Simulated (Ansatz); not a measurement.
## Current against voltage: 1,4-phenylene with amine and nitrile ends, between Au atomic chains

Aim: the current at finite bias, with the potential solved under it.

Method: DFT PBE, plane waves, PAW; relaxation of a junction, electrodes held but for their tips, in the first sound run; inputs show where later runs differ, in Ansatz 0.2.0.

Report form: the programs' logs are mostly left out.

**1. The starting structure**

The cell holds 47 atoms: 32 Au, 2 N, 7 C and 6 H. Cell: a = 9.810 Å, b = 6.000 Å, c = 101.607 Å, α = 90.0°, β = 90.0°, γ = 90.0°. Electrodes: Au atomic chain; the apex atoms were set 9.607 Å apart; the free molecule is N#Cc1ccc(N)cc1. Regions: lower lead, 16 atoms (16 Au); bridge, 15 atoms (2 N, 7 C and 6 H); upper lead, 16 atoms (16 Au). Vacuum lies along a, b and c.

**2. Relaxation of the scattering region**

The bridge and the electrodes' tips relax, while 28 atoms stay at the lead's spacing, so that the ends still repeat as a lead. The cutoff is set under the files' recommended one to save time.

File input.yaml:

```yaml
crystal:
  lattice:
    - [9.81, 0.0, 0.0]
    - [0.0, 6.0, 0.0]
    - [0.0, 0.0, 101.6067817756]
  atoms:
    - { symbol: Au, position: [0.500000024, 0.361368691, 0.0] }
    - { symbol: Au, position: [0.500000024, 0.361368691, 0.025588843] }
    - { symbol: Au, position: [0.500000024, 0.361368691, 0.051177686] }
    - { symbol: Au, position: [0.500000024, 0.361368691, 0.076766529] }
    - { symbol: Au, position: [0.500000024, 0.361368691, 0.102355373] }
    - { symbol: Au, position: [0.500000024, 0.361368691, 0.127944216] }
    - { symbol: Au, position: [0.500000024, 0.361368691, 0.153533059] }
    - { symbol: Au, position: [0.500000024, 0.361368691, 0.179121902] }
    - { symbol: Au, position: [0.500000024, 0.361368691, 0.204710745] }
    - { symbol: Au, position: [0.500000024, 0.361368691, 0.230299588] }
    - { symbol: Au, position: [0.500000024, 0.361368691, 0.255888431] }
    - { symbol: Au, position: [0.500000024, 0.361368691, 0.281477274] }
    - { symbol: Au, position: [0.500000024, 0.361368691, 0.307066118] }
    - { symbol: Au, position: [0.500000024, 0.361368691, 0.332654961] }
    - { symbol: Au, position: [0.500000024, 0.361368691, 0.358243804] }
    - { symbol: Au, position: [0.500000024, 0.361368691, 0.383832647] }
    - { symbol: "N", position: [0.499999865, 0.589588334, 0.391989891] }
    - { symbol: C, position: [0.499999902, 0.566411016, 0.405593142] }
    - { symbol: C, position: [0.388804887, 0.542281715, 0.412273539] }
    - { symbol: C, position: [0.388358445, 0.505572135, 0.425651225] }
    - { symbol: C, position: [0.499999991, 0.487983365, 0.432399526] }
    - { symbol: C, position: [0.611641473, 0.505572472, 0.425651219] }
    - { symbol: C, position: [0.611194957, 0.542281416, 0.412273521] }
    - { symbol: C, position: [0.499999993, 0.450040277, 0.446100659] }
    - { symbol: "N", position: [0.500000004, 0.419550205, 0.457200475] }
    - { symbol: H, position: [0.577974558, 0.638631309, 0.388501397] }
    - { symbol: H, position: [0.422025078, 0.638631022, 0.388501385] }
    - { symbol: H, position: [0.301136456, 0.551870912, 0.407097134] }
    - { symbol: H, position: [0.300464609, 0.489418591, 0.430671697] }
    - { symbol: H, position: [0.699535391, 0.489419522, 0.430671699] }
    - { symbol: H, position: [0.698863359, 0.551870111, 0.407097093] }
    - { symbol: Au, position: [0.500000024, 0.361368691, 0.478381275] }
    - { symbol: Au, position: [0.500000024, 0.361368691, 0.503970118] }
    - { symbol: Au, position: [0.500000024, 0.361368691, 0.529558961] }
    - { symbol: Au, position: [0.500000024, 0.361368691, 0.555147804] }
    - { symbol: Au, position: [0.500000024, 0.361368691, 0.580736647] }
    - { symbol: Au, position: [0.500000024, 0.361368691, 0.60632549] }
    - { symbol: Au, position: [0.500000024, 0.361368691, 0.631914333] }
    - { symbol: Au, position: [0.500000024, 0.361368691, 0.657503177] }
    - { symbol: Au, position: [0.500000024, 0.361368691, 0.68309202] }
    - { symbol: Au, position: [0.500000024, 0.361368691, 0.708680863] }
    - { symbol: Au, position: [0.500000024, 0.361368691, 0.734269706] }
    - { symbol: Au, position: [0.500000024, 0.361368691, 0.759858549] }
    - { symbol: Au, position: [0.500000024, 0.361368691, 0.785447392] }
    - { symbol: Au, position: [0.500000024, 0.361368691, 0.811036235] }
    - { symbol: Au, position: [0.500000024, 0.361368691, 0.836625078] }
    - { symbol: Au, position: [0.500000024, 0.361368691, 0.862213922] }
kpoints:
  mp_grid: { grid: [1, 1, 1] }
scf:
  occupations: { method: fermi_dirac, width: 0.1 }
hamiltonian:
  xc: pbe
relax:
  constraints:
    - { sites: [0, 1, 2, 3, 4, 5, 6, 7, 8, 9, 10, 11, 12, 13, 33, 34, 35, 36, 37, 38, 39, 40, 41, 42, 43, 44, 45, 46] }
  f_tol: 0.07
  max_steps: 30
basis:
  ecutwfc: "340 eV"
```

Started as:

```
ansatz run input.yaml --threads 8 --pin off --max-ram 16384MiB --backend cpu --events-out ev --progress --plain --runs-dir out
```

Run time: 13 min. Hardware: 8 threads of Arm Neoverse N1, shared host; peak memory 4.8 GiB.

Relaxation path:

| step | energy less that of the first step (eV) | largest force component (eV/Å) |
| --- | --- | --- |
| 1 | 0.0000 | 21.3024 |
| 2 | -5.8998 | 6.9054 |
| 3 | -7.8230 | 2.3137 |
| 4 | -8.2738 | 0.8515 |
| 5 | -8.4440 | 0.5742 |
| 6 | -8.6494 | 0.7390 |
| 7 | -8.8986 | 0.5977 |
| 8 | -9.1677 | 0.5154 |
| 9 | -9.2984 | 0.2640 |
| 10 | -9.3539 | 0.1687 |
| 11 | -9.3812 | 0.1411 |
| 12 | -9.3967 | 0.1296 |
| 13 | -9.4099 | 0.1089 |
| 14 | -9.4169 | 0.0952 |
| 15 | -9.4206 | 0.0662 |
| 16 | -9.4206 | 0.0662 |
| 17 | -9.4265 | 0.1464 |
| 18 | -9.4328 | 0.0942 |
| 19 | -9.4292 | 0.1450 |
| 20 | -9.4373 | 0.0683 |
| 21 | -9.4402 | 0.0469 |
| 22 | -9.4425 | 0.0501 |

Relaxation step 19 was tried and not accepted.

Forces are held to the 2 operations that the run works with; a distortion that breaks them can't arise in this run.

The atoms that moved most (Å):

| atom | dx | dy | dz | length |
| --- | --- | --- | --- | --- |
| Au33 | 0.000 | -1.537 | 0.473 | 1.608 |
| Au15 | 0.000 | -1.244 | -0.288 | 1.277 |
| N25 | 0.000 | -0.991 | 0.738 | 1.236 |
| C24 | 0.000 | -1.009 | 0.710 | 1.234 |
| C21 | 0.000 | -0.977 | 0.701 | 1.202 |
| H30 | 0.203 | -0.958 | 0.697 | 1.202 |
| H29 | -0.203 | -0.958 | 0.697 | 1.202 |
| C22 | 0.118 | -0.928 | 0.681 | 1.157 |

This step gave:

* energy at zero smearing: -423351.7663 eV

The largest force component on a free atom ends at 0.050 eV/Å, under the limit of 0.07. The apex atoms end 10.70 Å apart, and their nearest bridge atoms lie at 2.38 Å (Au–N) and 2.03 Å (Au–N).

**3. Current against voltage**

This step: DFT PBE, plane waves, PAW; current against voltage, self-consistent under bias (Ansatz 0.2.0).

Vacuum beyond both ends lets the two leads hold different Fermi levels, and the density is solved anew at each bias. Each lead has 16 atoms, since a wire screens slowly.

File input.yaml:

```yaml
crystal:
  lattice:
    - [9.81, 0.0, 0.0]
    - [0.0, 6.0, 0.0]
    - [0.0, 0.0, 101.6067817756]
  atoms:
    - { symbol: Au, position: [0.5, 0.361368691, 0.0] }
    - { symbol: Au, position: [0.5, 0.361368691, 0.025588843] }
    - { symbol: Au, position: [0.5, 0.361368691, 0.051177686] }
    - { symbol: Au, position: [0.5, 0.361368691, 0.076766529] }
    - { symbol: Au, position: [0.5, 0.361368691, 0.102355373] }
    - { symbol: Au, position: [0.5, 0.361368691, 0.127944216] }
    - { symbol: Au, position: [0.5, 0.361368691, 0.153533059] }
    - { symbol: Au, position: [0.5, 0.361368691, 0.179121902] }
    - { symbol: Au, position: [0.5, 0.361368691, 0.204710745] }
    - { symbol: Au, position: [0.5, 0.361368691, 0.230299588] }
    - { symbol: Au, position: [0.5, 0.361368691, 0.255888431] }
    - { symbol: Au, position: [0.5, 0.361368691, 0.281477274] }
    - { symbol: Au, position: [0.5, 0.361368691, 0.307066118] }
    - { symbol: Au, position: [0.5, 0.361368691, 0.332654961] }
    - { symbol: Au, position: [0.5, 0.1540843503, 0.3554118561] }
    - { symbol: Au, position: [0.5, 0.3005454015, 0.3790411223] }
    - { symbol: "N", position: [0.5, 0.5086246854, 0.3989801246] }
    - { symbol: C, position: [0.5, 0.440701027, 0.4123154306] }
    - { symbol: C, position: [0.3766159316, 0.4067143077, 0.4190894841] }
    - { symbol: C, position: [0.3762873339, 0.3508781937, 0.4323522109] }
    - { symbol: C, position: [0.5, 0.3251765854, 0.439295029] }
    - { symbol: C, position: [0.6237126661, 0.3508781937, 0.4323522109] }
    - { symbol: C, position: [0.6233840684, 0.4067143077, 0.4190894841] }
    - { symbol: C, position: [0.5, 0.281872727, 0.4530879585] }
    - { symbol: "N", position: [0.5, 0.2543667153, 0.4644656016] }
    - { symbol: H, position: [0.5846230305, 0.5981830206, 0.3964523774] }
    - { symbol: H, position: [0.4153769695, 0.5981830206, 0.3964523774] }
    - { symbol: H, position: [0.279960234, 0.4286887813, 0.4139074431] }
    - { symbol: H, position: [0.2797480077, 0.3298018416, 0.4375336867] }
    - { symbol: H, position: [0.7202519923, 0.3298018416, 0.4375336867] }
    - { symbol: H, position: [0.720039766, 0.4286887813, 0.4139074431] }
    - { symbol: Au, position: [0.5, 0.2007045942, 0.4842216627] }
    - { symbol: Au, position: [0.5, 0.1052222406, 0.5086283421] }
    - { symbol: Au, position: [0.5, 0.361368691, 0.529558961] }
    - { symbol: Au, position: [0.5, 0.361368691, 0.555147804] }
    - { symbol: Au, position: [0.5, 0.361368691, 0.580736647] }
    - { symbol: Au, position: [0.5, 0.361368691, 0.60632549] }
    - { symbol: Au, position: [0.5, 0.361368691, 0.631914333] }
    - { symbol: Au, position: [0.5, 0.361368691, 0.657503177] }
    - { symbol: Au, position: [0.5, 0.361368691, 0.68309202] }
    - { symbol: Au, position: [0.5, 0.361368691, 0.708680863] }
    - { symbol: Au, position: [0.5, 0.361368691, 0.734269706] }
    - { symbol: Au, position: [0.5, 0.361368691, 0.759858549] }
    - { symbol: Au, position: [0.5, 0.361368691, 0.785447392] }
    - { symbol: Au, position: [0.5, 0.361368691, 0.811036235] }
    - { symbol: Au, position: [0.5, 0.361368691, 0.836625078] }
    - { symbol: Au, position: [0.5, 0.361368691, 0.862213922] }
kpoints:
  mp_grid: { grid: [1, 1, 1] }
scf:
  occupations: { method: fermi_dirac, width: 0.1 }
hamiltonian:
  xc: pbe
output:
  current_voltage:
    leads: [[9, 10], [36, 37]]
    bias: [0.5, 1.0, -0.5, -1.0]
    electrode_ends: [15, 31]
    kmesh: [1, 1]
  write_potential: true
  write_density: true
  volumetric_format: npy
basis:
  ecutwfc: "340 eV"
```

Wall time 71 min (8 threads); peak memory 9.1 GiB.

Numbers from this step:

* conductance at zero bias: 0.005560 G₀
* current at the highest bias: 0.1492 μA
* largest misfit of the leads: 433.6 meV

Cell area 58.860 Å^2. Table of current through one cell by bias:

| bias (V) | current through one cell (μA) |
| --- | --- |
| -1.000 | -0.534 |
| -0.500 | -0.219 |
| 0.000 | 0 |
| 0.500 | 0.0899 |
| 1.000 | 0.149 |

Bias 0 V. The transmission and channels at 0 V by energy, zero at the mean Fermi level:

| energy (eV) | transmission | channels, lower lead | channels, upper lead |
| --- | --- | --- | --- |
| -0.259 | 0.00369 | 4 | 4 |
| -0.233 | 0.00432 | 4 | 4 |
| -0.207 | 0.00543 | 3 | 3 |
| -0.181 | 0.00541 | 3 | 3 |
| -0.155 | 0.00286 | 3 | 3 |
| -0.129 | 0.00542 | 3 | 3 |
| -0.103 | 0.00563 | 3 | 3 |
| -0.078 | 0.00534 | 3 | 3 |
| -0.052 | 0.00258 | 1 | 1 |
| -0.026 | 0.00941 | 1 | 1 |
| 0.000 | 0.00474 | 1 | 1 |
| 0.026 | 0.00411 | 1 | 1 |
| 0.052 | 0.00380 | 1 | 1 |
| 0.078 | 0.00359 | 1 | 1 |
| 0.103 | 0.00343 | 1 | 1 |
| 0.129 | 0.00331 | 1 | 1 |
| 0.155 | 0.00320 | 1 | 1 |
| 0.181 | 0.00312 | 1 | 1 |
| 0.207 | 0.00306 | 1 | 1 |
| 0.233 | 0.00302 | 1 | 1 |
| 0.259 | 0.00300 | 1 | 1 |

Bias 1 V. Transmission and channels at 1 V against energy, zero at the mean Fermi level:

| energy (eV) | transmission | channels, lower lead | channels, upper lead |
| --- | --- | --- | --- |
| -0.776 | 0.00183 | 5 | 4 |
| -0.750 | 0.00531 | 5 | 4 |
| -0.698 | 0.00488 | 5 | 3 |
| -0.620 | 0.0142 | 5 | 3 |
| -0.543 | 1.8e-5 | 6 | 1 |
| -0.491 | 8.1e-4 | 6 | 1 |
| -0.414 | 0.00241 | 5 | 1 |
| -0.336 | 0.00140 | 4 | 1 |
| -0.259 | 0.00177 | 4 | 1 |
| -0.181 | 0.00273 | 4 | 1 |
| -0.155 | 0.00274 | 4 | 1 |
| -0.103 | 0.00217 | 4 | 1 |
| -0.026 | 0.00136 | 4 | 1 |
| 0.000 | 0.00122 | 4 | 1 |
| 0.026 | 0.00112 | 4 | 1 |
| 0.103 | 0.00103 | 4 | 1 |
| 0.181 | 0.00120 | 4 | 1 |
| 0.259 | 0.00175 | 4 | 1 |
| 0.336 | 0.00227 | 3 | 1 |
| 0.414 | 0.00301 | 3 | 1 |
| 0.439 | 0.00326 | 1 | 1 |
| 0.491 | 0.00281 | 1 | 1 |
| 0.543 | 0.00339 | 1 | 1 |
| 0.620 | 0.00411 | 1 | 1 |
| 0.698 | 0.00515 | 1 | 1 |
| 0.776 | 0.00691 | 1 | 1 |

Bias -0.5 V. Transmission and channels at -0.5 V against energy, zero at the mean Fermi level:

| energy (eV) | transmission | channels, lower lead | channels, upper lead |
| --- | --- | --- | --- |
| -0.517 | 0.00293 | 4 | 4 |
| -0.465 | 0.00455 | 3 | 4 |
| -0.414 | 0.00442 | 3 | 4 |
| -0.362 | 0.00552 | 3 | 4 |
| -0.310 | 0.00609 | 1 | 4 |
| -0.259 | 0.00541 | 1 | 4 |
| -0.233 | 0.00562 | 1 | 4 |
| -0.207 | 0.00564 | 1 | 4 |
| -0.181 | 0.00556 | 1 | 4 |
| -0.129 | 0.00522 | 1 | 4 |
| -0.078 | 0.00490 | 1 | 4 |
| -0.026 | 0.00486 | 1 | 4 |
| 0.000 | 0.00499 | 1 | 4 |
| 0.026 | 0.00522 | 1 | 4 |
| 0.052 | 0.00555 | 1 | 3 |
| 0.078 | 0.00522 | 1 | 3 |
| 0.129 | 0.00548 | 1 | 3 |
| 0.181 | 0.00467 | 1 | 3 |
| 0.233 | 0.00687 | 1 | 1 |
| 0.259 | 0.00518 | 1 | 1 |
| 0.310 | 0.00464 | 1 | 1 |
| 0.362 | 0.00463 | 1 | 1 |
| 0.414 | 0.00483 | 1 | 1 |
| 0.465 | 0.00521 | 1 | 1 |
| 0.517 | 0.00579 | 1 | 1 |

Bias -1 V. The transmission and channels at -1 V by energy, zero at the mean Fermi level:

| energy (eV) | transmission | channels, lower lead | channels, upper lead |
| --- | --- | --- | --- |
| -0.776 | 0.00502 | 4 | 5 |
| -0.698 | 0.0246 | 3 | 5 |
| -0.672 | 0.0681 | 3 | 5 |
| -0.620 | 0.0208 | 3 | 5 |
| -0.543 | 0.0251 | 1 | 6 |
| -0.491 | 0.00910 | 1 | 6 |
| -0.414 | 0.00527 | 1 | 5 |
| -0.336 | 0.0270 | 1 | 4 |
| -0.259 | 0.00642 | 1 | 4 |
| -0.181 | 0.00404 | 1 | 4 |
| -0.103 | 0.00476 | 1 | 4 |
| -0.026 | 0.00546 | 1 | 4 |
| 0.000 | 0.00563 | 1 | 4 |
| 0.026 | 0.00576 | 1 | 4 |
| 0.103 | 0.00587 | 1 | 4 |
| 0.181 | 0.00604 | 1 | 4 |
| 0.259 | 0.00720 | 1 | 4 |
| 0.336 | 0.00726 | 1 | 3 |
| 0.414 | 0.00949 | 1 | 3 |
| 0.465 | 0.0435 | 1 | 1 |
| 0.491 | 0.0116 | 1 | 1 |
| 0.543 | 0.0108 | 1 | 1 |
| 0.620 | 0.0125 | 1 | 1 |
| 0.698 | 0.0160 | 1 | 1 |
| 0.776 | 0.0225 | 1 | 1 |

Table of Hartree potential energy less that at 0 V, planar mean by z:

| z (Å) | 0.5 V (eV) | 1 V (eV) | -0.5 V (eV) | -1 V (eV) |
| --- | --- | --- | --- | --- |
| -5 | 0.0642 | 0.128 | -0.0705 | -0.140 |
| 0 | 0.217 | 0.431 | -0.219 | -0.440 |
| 5 | 0.242 | 0.482 | -0.245 | -0.489 |
| 10 | 0.246 | 0.489 | -0.248 | -0.496 |
| 15 | 0.246 | 0.490 | -0.246 | -0.493 |
| 20 | 0.247 | 0.491 | -0.248 | -0.496 |
| 25 | 0.246 | 0.490 | -0.246 | -0.493 |
| 30 | 0.243 | 0.483 | -0.242 | -0.485 |
| 35 | 0.226 | 0.450 | -0.223 | -0.446 |
| 40 | 0.147 | 0.302 | -0.137 | -0.267 |
| 45 | 0.00277 | 0.0241 | 0.0132 | 0.0401 |
| 50 | -0.177 | -0.352 | 0.181 | 0.362 |
| 55 | -0.245 | -0.492 | 0.244 | 0.483 |
| 60 | -0.253 | -0.508 | 0.252 | 0.502 |
| 65 | -0.255 | -0.511 | 0.253 | 0.505 |
| 70 | -0.255 | -0.510 | 0.252 | 0.502 |
| 75 | -0.253 | -0.509 | 0.253 | 0.504 |
| 80 | -0.254 | -0.509 | 0.252 | 0.501 |
| 85 | -0.244 | -0.488 | 0.242 | 0.481 |
| 90 | -0.168 | -0.336 | 0.163 | 0.325 |

The electron density less that at 0 V, planar mean (0.5 V) oscillates, so the rows of the table below give means over windows of 5 Å about each position, cut where the curve ends. Its first 14 maxima inside the range that stand out by 2 % of the span (Å: e/Å³): -0.8: 8.9e-5, 2.1: 1.3e-5, 19.5: 7.1e-6, 23.9: 1.7e-5, 28.6: 3.7e-5, 31.7: -6.6e-6, 33.0: 2.3e-5, 34.5: 5.5e-5, 35.8: 3.2e-6, 36.4: 2.7e-5, 37.7: 5.9e-5, 38.5: 5.4e-5, 39.2: 1.2e-4, 40.5: 2.1e-5. Its first 14 minima: 1.5: -3.7e-7, 18.0: -5.0e-6, 22.1: -1.3e-5, 25.8: -2.8e-5, 30.7: -3.0e-5, 32.0: -1.6e-5, 33.3: -4.0e-6, 35.4: -2.2e-5, 36.1: -4.4e-5, 37.1: -6.4e-6, 38.2: 6.4e-7, 38.9: 4.1e-5, 40.2: -1.1e-5, 40.8: -3.5e-7.

The electron density less that at 0 V, planar mean by z; means over each step:

| z (Å) | 0.5 V (e/Å³) | 1 V (e/Å³) | -0.5 V (e/Å³) | -1 V (e/Å³) |
| --- | --- | --- | --- | --- |
| -5 | 6.4e-7 | 1.5e-6 | -1.7e-6 | -2.5e-6 |
| 0 | 3.3e-5 | 6.5e-5 | -3.2e-5 | -6.5e-5 |
| 5 | 4.7e-6 | 9.4e-6 | -5.0e-6 | -8.4e-6 |
| 10 | 7.0e-7 | 1.4e-6 | -5.6e-7 | -1.9e-6 |
| 15 | 2.7e-7 | 6.0e-7 | 1.5e-6 | 2.8e-6 |
| 20 | -1.5e-6 | -2.8e-6 | -7.3e-8 | 5.7e-7 |
| 25 | -1.8e-6 | -3.8e-6 | 2.2e-6 | 3.9e-6 |
| 30 | 3.8e-6 | 7.3e-6 | -4.2e-6 | -9.2e-6 |
| 35 | 1.2e-5 | 2.2e-5 | -1.3e-5 | -2.8e-5 |
| 40 | 1.3e-5 | 2.6e-5 | -1.3e-5 | -2.5e-5 |
| 45 | 2.0e-5 | 4.6e-5 | -1.5e-5 | -2.6e-5 |
| 50 | -3.5e-5 | -7.3e-5 | 3.1e-5 | 5.9e-5 |
| 55 | -1.2e-5 | -2.6e-5 | 1.2e-5 | 2.2e-5 |
| 60 | 5.9e-7 | 1.8e-6 | -2.0e-7 | 4.9e-7 |
| 65 | -3.4e-6 | -6.7e-6 | 2.7e-6 | 5.6e-6 |
| 70 | -8.4e-7 | -1.1e-6 | 1.2e-6 | 2.5e-6 |
| 75 | 4.7e-7 | 1.7e-7 | 2.9e-7 | 5.6e-7 |
| 80 | -1.7e-6 | -3.1e-6 | 1.3e-6 | 2.6e-6 |
| 85 | -1.0e-5 | -2.0e-5 | 1.0e-5 | 2.0e-5 |
| 90 | -2.7e-5 | -5.4e-5 | 2.7e-5 | 5.4e-5 |

By hand: at 1 V the window reaches from -0.5 to 0.5 eV, and the mean transmission a spin over it is 0.00186. With sharp Fermi edges I = G0 × V × T̄ = 77.48 μS × 1 V × 0.00186 = 0.144 μA, against 0.149 μA from the program at 300 K.

The zero-bias conductance is 0.00556 G₀; current over voltage goes 0.00690 at -1 V, 0.00565 at -0.5 V, 0.00232 at +0.5 V and 0.00193 at +1 V in the same unit. The leads' misfit reaches 434 meV.

**4. The sweep under bias**

This step: DFT PBE, plane waves, PAW; current against voltage, self-consistent under bias; changed: output.current_voltage.bias = [], scf.max_iter = 80 (Ansatz 0.2.0).

The input of the bias sweep is made doubtful on purpose.

Edit input.yaml of step 3 so:

```diff
@@ -57,2 +57,3 @@
   occupations: { method: fermi_dirac, width: 0.1 }
+  max_iter: 80
 hamiltonian:
@@ -62,3 +63,3 @@
     leads: [[9, 10], [36, 37]]
-    bias: [0.5, 1.0, -0.5, -1.0]
+    bias: []
     electrode_ends: [15, 31]
```

Run time: 0.08 s. Hardware: 8 threads; peak memory 0.075 GiB.

The input was rejected at the start.

The program's message: “Error: invalid value for `output.current_voltage.bias`: must list at least one voltage”

The change that led to it: output.current_voltage.bias = [].

**5. Outcome**

```json
{
 "conductance at zero bias": "0.00556 G₀",
 "current at -1 V": "-0.534 μA",
 "current at -0.5 V": "-0.219 μA",
 "current at +0.5 V": "0.0899 μA",
 "current at +1 V": "0.149 μA"
}
```

What this shows: The junction conducts 0.00556 G₀ at zero bias and carries 0.149 μA at 1.00 V. At 1.00 V the current is 0.35 times what the zero-bias conductance would give; over all biases of the sweep that ratio lies between 0.35 and 1.2. Of the 1.00 V, 1.00 V drops at the junction. The leads' misfit reaches 434 meV, above the few hundredths of an eV that the manual allows, so the currents are rough. The rectification ratio at ±1.0 V is 0.28. A wire screens slowly, so the current depends on the leads' length and the box width; neither was converged here. Semilocal functionals put a molecule's frontier levels too near the Fermi level, so conductances off resonance usually come out too high. Transport is coherent and elastic here: the atoms are frozen, so scattering by vibrations plays no part. Spin-orbit coupling is left out, which matters for the bands of heavy atoms. The box is narrow for bonds this long, so the chain feels its sideways images. A cutoff under the files' recommended one was taken to save time; its effect on T(E) was not tested here.

[Logs are printed without paths, hosts, clocks, repeated set-up lines and the standing remarks that a program may print on its own settings, such as how far it seeks lower states.]

[Hosts, paths, dates, database ids (printed as entryN), source tags and the programs' standing remarks are cut or masked in the printed files.]
